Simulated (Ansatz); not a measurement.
# Direct or indirect: AsN sheet (P2/m)

```
CELL_PARAMETERS angstrom
3.95859 0.00000 0.00000
0.00000 2.95492 0.00000
0.00000 0.00000 17.32000
ATOMIC_POSITIONS crystal
As 0.71280 0.50000 0.56686
As 0.41455 0.50000 0.43314
N 0.00918 0.00000 0.53953
N 0.11816 0.00000 0.46047
```

Method: Ansatz, PBE, independent particles, without spin-orbit coupling, line width 0.1 eV (Gaussian). The band structure gives a fundamental gap of 0.80 eV. The spectrum of vertical transitions near the edge:

```tsv
E (eV)	absorbance (%), E ∥ x	absorbance (%), E ∥ y
0.30	0.00	0.00
0.42	0.00	0.00
0.54	0.00	0.00
0.66	0.00	0.00
0.78	0.00	0.00
0.90	0.00	0.00
1.02	0.00	0.00
1.14	0.00	0.00
1.26	0.02	0.00
1.38	0.94	0.00
1.50	4.78	0.00
1.62	6.25	0.01
1.74	5.79	0.04
1.86	5.33	0.90
1.98	5.37	6.07
2.10	5.91	9.74
2.22	6.09	7.81
2.34	5.46	5.72
2.46	4.76	5.21
2.58	4.83	4.32
2.70	4.98	4.10
```

**Question.** Is the gap direct or indirect, and about where do vertical transitions set in?

**Answer.** Indirect, by the band path, whose least direct gap is 1.46 eV. The curves fit this: they stay near zero above 0.80 eV and rise only from about 1.5 eV, though a forbidden direct transition would look alike. Lines are broadened by 0.1 eV, which spreads the edge, and phonons, which would give weak absorption from the fundamental gap up, are left out.

Cells made by substitution are models, which may or may not match a known phase.

[Logs are printed without paths, hosts, clocks, repeated set-up lines and the standing remarks that a program may print on its own settings, such as how far it seeks lower states.]
